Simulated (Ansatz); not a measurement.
# How fast states decay through NaCaF3

Wanted: the relaxed cell of NaCaF3, its band edges and its decay constants. It is built by putting Na for K, Ca for Mg in the KMgF3 structure of space group Pm-3m, with the volume rescaled by atomic radii. The parent structure comes from the Materials Project.

Calculated with Ansatz 0.2.0; LDA DFT, plane waves, PAW files, in the first sound run; inputs show where later runs differ.

This is a report of a sequence of runs, with most program output left out.

The structure was built from a prototype and need not be the compound's stable phase.

### Step 1. The starting structure

Symmetry: Pm-3m, No. 221, cubic system. The conventional cell has a = 3.953 Å, b = 3.953 Å, c = 3.953 Å, α = 90.00°, β = 90.00°, γ = 90.00°. Na has 12 F at 2.80 Å nearest. Nearest to Ca lie 6 F at 1.98 Å. Nearest to F lie 2 Ca at 1.98 Å and 4 Na at 2.80 Å. It derives from KMgF3. Na for K, Ca for Mg in the KMgF3 structure of space group Pm-3m. Farther neighbours and most contacts between anions are not listed.

Coordinates:

```cif
data_structure
_symmetry_space_group_name_H-M 'Pm-3m'
_symmetry_Int_Tables_number 221
_cell_length_a 3.9531
_cell_length_b 3.9531
_cell_length_c 3.9531
_cell_angle_alpha 90.000
_cell_angle_beta 90.000
_cell_angle_gamma 90.000
_cell_volume 61.78
loop_
_atom_site_label
_atom_site_type_symbol
_atom_site_symmetry_multiplicity
_atom_site_Wyckoff_symbol
_atom_site_fract_x
_atom_site_fract_y
_atom_site_fract_z
_atom_site_occupancy
Na1 Na 1 b 0.50000 0.50000 0.50000 1
Ca1 Ca 1 a 0.00000 0.00000 0.00000 1
F1 F 3 d 0.00000 0.50000 0.00000 1
```

### Step 2. Relaxing the new crystal

The substituted atoms don't fit the parent's cell, so cell and atoms relax together. A small smearing keeps the run stable in case the gap closes on the way.

File input.yaml:

```yaml
crystal:
  lattice:
    - [3.9531019218, 0.0, 0.0]
    - [0.0, 3.9531019218, 0.0]
    - [0.0, 0.0, 3.9531019218]
  atoms:
    - { symbol: Na, position: [0.5, 0.5, 0.5] }
    - { symbol: Ca, position: [0.0, 0.0, 0.0] }
    - { symbol: F, position: [0.0, 0.5, 0.0] }
    - { symbol: F, position: [0.0, 0.0, 0.5] }
    - { symbol: F, position: [0.5, 0.0, 0.0] }
kpoints:
  mp_grid: { grid: [6, 6, 6] }
scf:
  occupations: { method: gaussian, width: 0.03 }
hamiltonian:
  xc: lda
output:
  forces: true
  stress: true
relax:
  f_tol: 0.02
  max_steps: 60
  cell: {}
```

Launch:

```console
$ ansatz run input.yaml --threads 2 --pin off --max-ram 4096MiB --backend cpu --events-out ev --progress --plain --runs-dir out
```

Elapsed: 9.1 s, on 2 threads of Arm Neoverse V2, shared host; peak memory 0.33 GiB; 17 s of CPU time.

Step by step:

| step | energy less that of the first step (eV) | largest force component (eV/Å) | pressure (GPa) | volume (Å³) |
| --- | --- | --- | --- | --- |
| 1 | 0.0000 | 0.0000 | 27.14 | 61.78 |
| 2 | -0.8978 | 0.0000 | 5.81 | 71.50 |
| 3 | -0.9499 | 0.0000 | 0.81 | 74.69 |
| 4 | -0.9492 | 0.0000 | 0.02 | 75.24 |
| 5* | -1.1370 | 0.0000 | 3.69 | 75.24 |
| 6 | -1.1635 | 0.0000 | 1.16 | 77.83 |
| 7 | -1.1591 | 0.0000 | -0.19 | 79.42 |
| 8 | -1.1606 | 0.0000 | 0.00 | 79.19 |
| 9* | -1.1819 | 0.0000 | 0.13 | 79.19 |
| 10 | -1.1813 | 0.0000 | 0.00 | 79.35 |
| 11* | -1.1821 | 0.0000 | 0.01 | 79.35 |

Relaxation steps marked * repeat the geometry before them on a plane-wave basis chosen anew for their cell, so energy and pressure can jump there.

Forces are held to the 48 operations that the run works with; a distortion that breaks them can't arise in this run.

| conventional cell, symmetrised | before | after | change |
| --- | --- | --- | --- |
| a (Å) | 3.953 | 4.297 | +8.7 % |
| b (Å) | 3.953 | 4.297 | +8.7 % |
| c (Å) | 3.953 | 4.297 | +8.7 % |
| volume (Å³/atom) | 12.36 | 15.87 | +28.5 % |

Numbers from this step:

| Quantity | Value |
| --- | --- |
| free energy | -5628.4481 eV |
| Fermi energy | 2.976 eV |
| pressure | 0.006985 GPa |

The largest force component on a free atom ends at 1.1e-29 eV/Å.

### Step 3. The bulk crystal and its band edges

The energy window and the wavevectors of the next steps follow from the band edges, so these are searched first, off the mesh as well.

File input.yaml:

```yaml
crystal:
  lattice:
    - [4.2972246849, 0.0, 0.0]
    - [0.0, 4.2972246849, 0.0]
    - [0.0, 0.0, 4.2972246849]
  atoms:
    - { symbol: Na, position: [0.5, 0.5, 0.5] }
    - { symbol: Ca, position: [0.0, 0.0, 0.0] }
    - { symbol: F, position: [0.0, 0.5, 0.0] }
    - { symbol: F, position: [0.0, 0.0, 0.5] }
    - { symbol: F, position: [0.5, 0.0, 0.0] }
kpoints:
  mp_grid: { grid: [6, 6, 6] }
  band_path: { path: [VBM, CBM], npoints: 30 }
scf:
  occupations: { method: fixed }
hamiltonian:
  xc: lda
output:
  eigenvalues: true
  write_potential: true
  write_density: true
  volumetric_format: npy
```

Run time: 3.4 s. Hardware: 2 threads; peak memory 0.31 GiB; 6.1 s of CPU time.

This step gave:

```
Fermi energy        : 0.4577 eV
gap on the k-mesh   : 5.036 eV
gap on path         : 5.036 eV, by band count; negative where bands overlap
direct gap on path  : 5.142 eV
edge places on path : 0, 1.266 1/A along the path
```

The electronic bands at the labelled points (eV, zero at the Fermi level (highest filled level under fixed occupations); v1 is the highest filled band, c1 the lowest empty one):

| point | v4 | v3 | v2 | v1 | c1 |
| --- | --- | --- | --- | --- | --- |
| VBM | -1.52 | 0.00 | 0.00 | 0.00 | 8.54 |
| halfway | -0.94 | -0.33 | -0.33 | -0.24 | 7.02 |
| CBM | -0.46 | -0.11 | -0.11 | -0.11 | 5.04 |

The searched edges give 5.04 eV, as on the mesh.

### Step 4. Decaying states in the gap

This step: LDA DFT, plane waves, PAW files; complex bands by layer matching along the plane's normal (Ansatz 0.2.0).

The same crystal is laid in a cell whose first two vectors span the (001) plane (indices of the standard conventional cell, whose axes can be ordered otherwise than in the bulk input). At fixed energy and wavevector in the plane the solver finds all kz, real and complex. A few wavevectors are listed, (0, 0), (-0.5, -0.5) and (0.5, 0) in units of the plane's reciprocal vectors; the slowest state needn't be among them.

File input.yaml:

```yaml
crystal:
  lattice:
    - [4.297224685, 0.0, 0.0]
    - [0.0, 4.297224685, 0.0]
    - [0.0, 0.0, 4.297224685]
  atoms:
    - { symbol: Na, position: [0.5, 0.5, 0.5] }
    - { symbol: Ca, position: [0.0, 0.0, 0.0] }
    - { symbol: F, position: [0.0, 0.5, 0.0] }
    - { symbol: F, position: [0.0, 0.0, 0.5] }
    - { symbol: F, position: [0.5, 0.0, 0.0] }
kpoints:
  mp_grid: { grid: [6, 6, 6] }
scf:
  occupations: { method: fixed }
hamiltonian:
  xc: lda
output:
  eigenvalues: true
  transmission:
    leads: [[0, 0]]
    kpoints: [[0.0, 0.0], [-0.5, -0.5], [0.5, 0.0]]
    e_range: [-1.0, 6.04]
    de: 0.12
```

Run time: 28 s. Hardware: 2 threads; peak memory 0.45 GiB; 39 s of CPU time.

This step gave:

```yaml
level_to_which_the_leads_are_filled: 2.518 eV from the Fermi level
decay_constant_at_the_filling_level_zone_centre: 0.4349 Å⁻¹
decay_constant_at_the_filling_level_slowest_listed_point: 0.4349 Å⁻¹
```

K parallel (0, 0); values up to 1.5 1/Å, a degenerate pair printed once or twice; energies at which all values exceed this have no row. Table of Im kz of the slowest decaying states by energy, zero at the highest filled level on the SCF mesh:

| energy (eV) | decay 1 (Å⁻¹) | decay 2 (Å⁻¹) | decay 3 (Å⁻¹) | decay 4 (Å⁻¹) |
| --- | --- | --- | --- | --- |
| -1.00 | 0.196 | 0.639 | 1.12 | - |
| -0.64 | 0.260 | 0.410 | 1.33 | 1.47 |
| -0.28 | 0.459 | 0.523 | 0.601 | 0.899 |
| -0.04 | 0.0997 | 0.327 | 0.566 | 0.607 |
| 0.08 | 0.162 | 0.448 | 0.583 | 0.653 |
| 0.44 | 0.263 | 0.592 | 0.618 | 0.744 |
| 0.68 | 0.305 | 0.634 | 0.645 | 0.784 |
| 1.04 | 0.351 | 0.647 | 0.699 | 0.827 |
| 1.40 | 0.384 | 0.653 | 0.735 | 0.856 |
| 1.76 | 0.409 | 0.652 | 0.761 | 0.877 |
| 2.12 | 0.425 | 0.647 | 0.779 | 0.892 |
| 2.48 | 0.435 | 0.639 | 0.791 | 0.902 |
| 2.84 | 0.436 | 0.628 | 0.799 | 0.908 |
| 3.20 | 0.428 | 0.617 | 0.803 | 0.911 |
| 3.56 | 0.408 | 0.608 | 0.803 | 0.910 |
| 3.92 | 0.373 | 0.601 | 0.801 | 0.908 |
| 4.28 | 0.321 | 0.595 | 0.796 | 0.903 |
| 4.52 | 0.271 | 0.593 | 0.792 | 0.898 |
| 4.88 | 0.154 | 0.589 | 0.783 | 0.890 |
| 5.24 | 0.586 | 0.771 | 0.880 | 1.24 |
| 5.60 | 0.582 | 0.757 | 0.868 | 1.22 |
| 5.96 | 0.578 | 0.741 | 0.854 | 1.21 |

K parallel (-0.5, -0.5); values up to 1.5 1/Å, a degenerate pair printed once or twice; energies at which all values exceed this have no row. Table of Im kz of the slowest decaying states by energy, zero at the highest filled level on the SCF mesh:

| energy (eV) | decay 1 (Å⁻¹) | decay 2 (Å⁻¹) | decay 3 (Å⁻¹) | decay 4 (Å⁻¹) |
| --- | --- | --- | --- | --- |
| -1.00 | 0.781 | 1.12 | 1.27 | 1.32 |
| -0.64 | 0.849 | 1.20 | 1.22 | 1.41 |
| -0.28 | 0.0723 | 0.892 | 1.16 | 1.20 |
| -0.04 | 0.200 | 0.709 | 0.913 | 1.12 |
| 0.08 | 0.229 | 0.236 | 0.905 | 0.921 |
| 0.44 | 0.312 | 0.559 | 0.941 | 0.993 |
| 0.68 | 0.349 | 0.815 | 0.951 | 1.30 |
| 1.04 | 0.392 | 0.854 | 0.961 | 1.31 |
| 1.40 | 0.426 | 0.880 | 0.967 | 1.32 |
| 1.76 | 0.453 | 0.898 | 0.969 | 1.32 |
| 2.12 | 0.475 | 0.909 | 0.968 | 1.32 |
| 2.48 | 0.494 | 0.916 | 0.965 | 1.32 |
| 2.84 | 0.509 | 0.919 | 0.959 | 1.32 |
| 3.20 | 0.521 | 0.919 | 0.951 | 1.31 |
| 3.56 | 0.531 | 0.916 | 0.942 | 1.30 |
| 3.92 | 0.539 | 0.910 | 0.931 | 1.30 |
| 4.28 | 0.545 | 0.902 | 0.919 | 1.29 |
| 4.52 | 0.548 | 0.895 | 0.910 | 1.28 |
| 4.88 | 0.551 | 0.883 | 0.895 | 1.27 |
| 5.24 | 0.553 | 0.869 | 0.880 | 1.25 |
| 5.60 | 0.552 | 0.852 | 0.863 | 1.24 |
| 5.96 | 0.551 | 0.833 | 0.847 | 1.22 |

K parallel (0.5, 0); values up to 1.5 1/Å, a degenerate pair printed once or twice; energies at which all values exceed this have no row. Table of Im kz of the slowest decaying states by energy, zero at the highest filled level on the SCF mesh:

| energy (eV) | decay 1 (Å⁻¹) | decay 2 (Å⁻¹) | decay 3 (Å⁻¹) | decay 4 (Å⁻¹) |
| --- | --- | --- | --- | --- |
| -1.00 | 0.105 | 0.428 | 0.554 | 0.673 |
| -0.64 | 0.0715 | 0.308 | 0.658 | 0.851 |
| -0.28 | 0.559 | 0.906 | 1.12 | 1.13 |
| -0.04 | 0.140 | 0.347 | 0.637 | 0.985 |
| 0.08 | 0.193 | 0.248 | 0.451 | 0.665 |
| 0.44 | 0.286 | 0.600 | 0.605 | 0.727 |
| 0.68 | 0.328 | 0.655 | 0.755 | 0.799 |
| 1.04 | 0.374 | 0.711 | 0.785 | 0.837 |
| 1.40 | 0.410 | 0.747 | 0.805 | 0.861 |
| 1.76 | 0.438 | 0.773 | 0.817 | 0.877 |
| 2.12 | 0.460 | 0.791 | 0.824 | 0.887 |
| 2.48 | 0.478 | 0.803 | 0.827 | 0.892 |
| 2.84 | 0.492 | 0.810 | 0.825 | 0.892 |
| 3.20 | 0.504 | 0.814 | 0.821 | 0.889 |
| 3.56 | 0.512 | 0.813 | 0.814 | 0.882 |
| 3.92 | 0.518 | 0.802 | 0.812 | 0.872 |
| 4.28 | 0.521 | 0.789 | 0.807 | 0.858 |
| 4.52 | 0.521 | 0.779 | 0.802 | 0.846 |
| 4.88 | 0.519 | 0.762 | 0.793 | 0.826 |
| 5.24 | 0.514 | 0.743 | 0.781 | 0.801 |
| 5.60 | 0.505 | 0.684 | 0.722 | 0.767 |
| 5.96 | 0.490 | 0.602 | 0.700 | 0.751 |

At the listed wavevectors the last open channel is at -0.04 eV and the next at +5.12 eV on the grid. At +2.48 eV, the grid energy nearest the filling level (the middle of the gap on the SCF mesh), the slowest state at the listed wavevectors decays with κ = 0.435 Å⁻¹, its amplitude falling by e over 2.3 Å. Through 1 nm of this crystal that state's transmission falls by exp(−2 × 0.435 Å⁻¹ × 10 Å) = 1.7e-4.

### Step 5. Decay over the two-dimensional zone

The listed points could miss the slowest state, so one energy near mid-gap is solved on a mesh of 12×12.

Edit input.yaml of step 4 so:

```diff
@@ -19,6 +19,2 @@
   eigenvalues: true
-  transmission:
-    leads: [[0, 0]]
-    kpoints: [[0.0, 0.0], [-0.5, -0.5], [0.5, 0.0]]
-    e_range: [-1.0, 6.04]
-    de: 0.12
+  transmission: { leads: [[0, 0]], kmesh: [12, 12], e_range: [2.52, 2.53], de: 0.05 }
```

Run time: 15 s. Hardware: 2 threads; peak memory 0.47 GiB; 29 s of CPU time.

This step gave:

```
least decay constant on the mesh : 0.4354 Å⁻¹
```

Slowest decay constant (1/Å; 0 where a channel is open) over k1 and k2. At 2.5200 eV from the Fermi level.

Values, 12 rows by 12 columns:
```
0.495 0.494 0.492 0.489 0.484 0.480 0.478 0.480 0.484 0.489 0.492 0.494
0.493 0.492 0.490 0.486 0.481 0.476 0.474 0.476 0.481 0.486 0.490 0.492
0.490 0.489 0.486 0.481 0.475 0.469 0.466 0.469 0.475 0.481 0.486 0.489
0.485 0.484 0.481 0.475 0.466 0.458 0.454 0.458 0.466 0.475 0.481 0.484
0.481 0.480 0.476 0.469 0.458 0.446 0.441 0.446 0.458 0.469 0.476 0.480
0.480 0.478 0.474 0.466 0.454 0.441 0.435 0.441 0.454 0.466 0.474 0.478
0.481 0.480 0.476 0.469 0.458 0.446 0.441 0.446 0.458 0.469 0.476 0.480
0.485 0.484 0.481 0.475 0.466 0.458 0.454 0.458 0.466 0.475 0.481 0.484
0.490 0.489 0.486 0.481 0.475 0.469 0.466 0.469 0.475 0.481 0.486 0.489
0.493 0.492 0.490 0.486 0.481 0.476 0.474 0.476 0.481 0.486 0.490 0.492
0.495 0.494 0.492 0.489 0.484 0.480 0.478 0.480 0.484 0.489 0.492 0.494
0.495 0.495 0.493 0.490 0.485 0.481 0.480 0.481 0.485 0.490 0.493 0.495
```
Columns: k1 (b1) from -0.5 to 0.417; rows upwards: k2 (b2) from -0.5 to 0.417.

The least value on the mesh is 0.435 Å⁻¹ at +2.52 eV. At that energy the listed points give about 0.435 Å⁻¹ by interpolation, so the mesh holds no clearly slower state.

### Step 6. Band edges at another level, cutoff 1500 eV

This step: LDA DFT, plane waves, JTH PAW files (Ansatz 0.2.0).

The edges again with JTH files, at the same atoms. Against that run the cutoff is 1500 eV against 420.

File input.yaml:

```yaml
crystal:
  lattice:
    - [4.2972246849, 0.0, 0.0]
    - [0.0, 4.2972246849, 0.0]
    - [0.0, 0.0, 4.2972246849]
  atoms:
    - { symbol: Na, position: [0.5, 0.5, 0.5] }
    - { symbol: Ca, position: [0.0, 0.0, 0.0] }
    - { symbol: F, position: [0.0, 0.5, 0.0] }
    - { symbol: F, position: [0.0, 0.0, 0.5] }
    - { symbol: F, position: [0.5, 0.0, 0.0] }
kpoints:
  mp_grid: { grid: [6, 6, 6] }
  band_path: { path: [VBM, CBM], npoints: 30 }
scf:
  occupations: { method: fixed }
hamiltonian:
  xc: lda
  pseudopotentials: { kind: paw, source: jth }
output:
  eigenvalues: true
```

It took 18 s on 2 threads; peak memory 0.66 GiB.

Numbers from this step:

| Quantity | Value |
| --- | --- |
| free energy | -5625.3528 eV |
| Fermi energy | 0.4904 eV |
| gap on the k-mesh | 5.025 eV |
| gap on path | 5.025 eV, by band count; negative where bands overlap |
| direct gap on path | 5.133 eV |

The electronic bands at the labelled points (eV, zero at the Fermi level (highest filled level under fixed occupations); v1 is the highest filled band, c1 the lowest empty one):

| point | v4 | v3 | v2 | v1 | c1 |
| --- | --- | --- | --- | --- | --- |
| VBM | -1.53 | 0.00 | 0.00 | 0.00 | 8.54 |
| halfway | -0.94 | -0.33 | -0.33 | -0.24 | 7.01 |
| CBM | -0.46 | -0.11 | -0.11 | -0.11 | 5.02 |

The searched edges give 5.02 eV, as on the mesh.

### Step 7. Complex bands at another level, cutoff 1500 eV

This step: LDA DFT, plane waves, JTH PAW files; complex bands by layer matching along the plane's normal (Ansatz 0.2.0).

The complex bands at that level, over its own gap, at (0, 0) and (-0.5, -0.5).

Edit input.yaml of step 6 so:

```diff
@@ -2,5 +2,5 @@
   lattice:
-    - [4.2972246849, 0.0, 0.0]
-    - [0.0, 4.2972246849, 0.0]
-    - [0.0, 0.0, 4.2972246849]
+    - [4.297224685, 0.0, 0.0]
+    - [0.0, 4.297224685, 0.0]
+    - [0.0, 0.0, 4.297224685]
   atoms:
@@ -13,3 +13,2 @@
   mp_grid: { grid: [6, 6, 6] }
-  band_path: { path: [VBM, CBM], npoints: 30 }
 scf:
@@ -21 +20,6 @@
   eigenvalues: true
+  transmission:
+    leads: [[0, 0]]
+    kpoints: [[0.0, 0.0], [-0.5, -0.5]]
+    e_range: [-1.0, 6.02]
+    de: 0.12
```

It took 6.3 min on 2 threads; peak memory 3.1 GiB; 12 min of CPU time.

This step gave:

```yaml
level_to_which_the_leads_are_filled: 2.512 eV from the Fermi level
decay_constant_at_the_filling_level_zone_centre: 0.4341 Å⁻¹
decay_constant_at_the_filling_level_slowest_listed_point: 0.4341 Å⁻¹
```

K parallel (0, 0); values up to 1.5 1/Å, a degenerate pair printed once or twice; energies at which all values exceed this have no row. The Im kz of the slowest decaying states by energy, zero at the highest filled level on the SCF mesh:

| energy (eV) | decay 1 (Å⁻¹) | decay 2 (Å⁻¹) | decay 3 (Å⁻¹) | decay 4 (Å⁻¹) |
| --- | --- | --- | --- | --- |
| -1.000 | 0.192 | 0.641 | 1.11 | - |
| -0.520 | 0.456 | 1.36 | 1.37 | - |
| -0.040 | 0.0999 | 0.328 | 0.566 | 0.608 |
| 0.440 | 0.263 | 0.592 | 0.618 | 0.745 |
| 1.040 | 0.351 | 0.647 | 0.698 | 0.827 |
| 1.520 | 0.393 | 0.653 | 0.744 | 0.865 |
| 2.000 | 0.420 | 0.648 | 0.773 | 0.889 |
| 2.480 | 0.434 | 0.638 | 0.791 | 0.903 |
| 2.960 | 0.434 | 0.624 | 0.800 | 0.910 |
| 3.440 | 0.415 | 0.610 | 0.803 | 0.912 |
| 4.040 | 0.356 | 0.598 | 0.799 | 0.908 |
| 4.520 | 0.269 | 0.592 | 0.791 | 0.900 |
| 5.000 | 0.0620 | 0.588 | 0.778 | 0.888 |
| 5.480 | 0.583 | 0.762 | 0.873 | 1.24 |

K parallel (-0.5, -0.5); values up to 1.5 1/Å, a degenerate pair printed once or twice; energies at which all values exceed this have no row. The Im kz of the slowest decaying states by energy, zero at the highest filled level on the SCF mesh:

| energy (eV) | decay 1 (Å⁻¹) | decay 2 (Å⁻¹) | decay 3 (Å⁻¹) | decay 4 (Å⁻¹) |
| --- | --- | --- | --- | --- |
| -1.000 | 0.782 | 1.12 | 1.26 | 1.32 |
| -0.520 | 0.866 | 1.20 | 1.21 | 1.36 |
| -0.040 | 0.200 | 0.722 | 0.913 | 1.12 |
| 0.440 | 0.312 | 0.558 | 0.941 | 0.991 |
| 1.040 | 0.392 | 0.853 | 0.961 | 1.32 |
| 1.520 | 0.435 | 0.886 | 0.967 | 1.32 |
| 2.000 | 0.468 | 0.905 | 0.968 | 1.33 |
| 2.480 | 0.493 | 0.915 | 0.964 | 1.32 |
| 2.960 | 0.513 | 0.918 | 0.956 | 1.32 |
| 3.440 | 0.528 | 0.916 | 0.945 | 1.31 |
| 4.040 | 0.541 | 0.906 | 0.926 | 1.29 |
| 4.520 | 0.547 | 0.894 | 0.908 | 1.28 |
| 5.000 | 0.551 | 0.877 | 0.889 | 1.26 |
| 5.480 | 0.552 | 0.856 | 0.867 | 1.24 |

At the listed wavevectors the last open channel is at -0.04 eV and the next at +5.12 eV on the grid. At +2.48 eV, the grid energy nearest the filling level (the middle of the gap on the SCF mesh), the slowest state at the listed wavevectors decays with κ = 0.434 Å⁻¹, its amplitude falling by e over 2.3 Å; the first such run, plane (001), gave 0.435 Å⁻¹ over as many of its listed wavevectors.

### Step 8. Outcome

| Quantity | Value |
| --- | --- |
| band gap | 5.04 eV |
| least decay constant at mid-gap, normal to (001) | 0.435 Å⁻¹ |
| least decay constant on a mesh, normal to (001) | 0.435 Å⁻¹ |
| least decay constant, JTH files | 0.434 Å⁻¹ |

**Reading.** With LDA, the slowest decay at the wavevectors tried is κ = 0.435 Å⁻¹, normal to (001). Through such a film the transmission near mid-gap falls as exp(−2κd), a factor of ten every 2.6 Å. A free electron under a barrier of half the gap would need a mass of 0.29 mₑ to decay at this rate. With JTH files the gap goes from 5.04 to 5.02 eV and the decay constant, over the first 2 listed wavevectors, from 0.435 to 0.434 Å⁻¹. The compound is made up by substitution; its stability against other phases and against distortions of the cell's symmetry was not tested. A semilocal functional narrows gaps, so real decay constants are likely larger.

[Logs are printed without paths, hosts, clocks, repeated set-up lines and the standing remarks that a program may print on its own settings, such as how far it seeks lower states.]

[Hosts, paths, dates, database ids (printed as entryN), source tags and the programs' standing remarks are cut or masked in the printed files.]
